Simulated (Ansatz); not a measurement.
# Gap against volume in diamond-structure Si, size series (64 atoms)

The cell holds 64 atoms: 64 Si. Its edges and angles: a = 10.972 Å, b = 10.971 Å, c = 10.972 Å, α = 90.0°, β = 90.0°, γ = 90.0°. It derives from Si (diamond-structure), repeated 2×2×2. The starting structure: Diamond-structure Si (a = 5.431 Å), 2 x 2 x 2 conventional cells; every coordinate displaced by a Gaussian of 0.05 Å.

Calculated with Ansatz 0.2.0: Kohn-Sham DFT, PBE, PAW (set soft_2), plane waves; cutoff 420 eV, Γ point, fixed occupations. The relaxed cell was scaled evenly and the atoms were relaxed at each volume. The gap is that between the highest filled and the lowest empty Kohn-Sham level on the run's k-points.

| volume (Å³/atom) | gap (eV) |
| --- | --- |
| 18.572 | 0.52 |
| 19.398 | 0.62 |
| 20.017 | ? |
| 20.636 | 0.7464 |
| 21.255 | 0.8013 |
| 21.874 | 0.8512 |

**Question.** Fit a straight line in ln V to the rows given and interpolate to the withheld row.

Worked fit:

A volume deformation potential makes the spacing linear in u = ln(V/V0), with V0 = 20.636 Å³ the relaxed volume; v is the spacing.

```
u = ln(V/V0)  v (eV)
   -0.105361    0.52
  -0.0618750    0.62
           0  0.7464
   0.0295590  0.8013
   0.0582682  0.8512
```

With n = 5: mean u = -0.0158818, mean v = 0.70778, Σ(u − ū)² = 0.017937, Σ(u − ū)(v − v̄) = 0.036337. Slope b = 0.036337 / 0.017937 = 2.0258; intercept a = v̄ − b ū = 0.73995.

At the withheld volume u = -0.03046, and v = a + b u.

Prediction at 20.017: 0.6782 eV. The run gave 0.686 eV, so the fit is low by 0.0078 eV (1.1 % of the value).

The slope, +2.03 eV, says that the spacing widens on expansion. Among the rows given, the largest miss of the fit is at 21.874, by 0.0068 eV (2.1 % of the range of the table).

Limits: The table spans 16 % in volume, wide for a linear law. Semilocal functionals tend to put gaps under measured ones. Only the Γ point is sampled. The mesh needn't hold the band edges.

[Logs are printed without paths, hosts, clocks, repeated set-up lines and the standing remarks that a program may print on its own settings, such as how far it seeks lower states.]

[Hosts, paths, dates, database ids (printed as entryN), source tags and the programs' standing remarks are cut or masked in the printed files.]
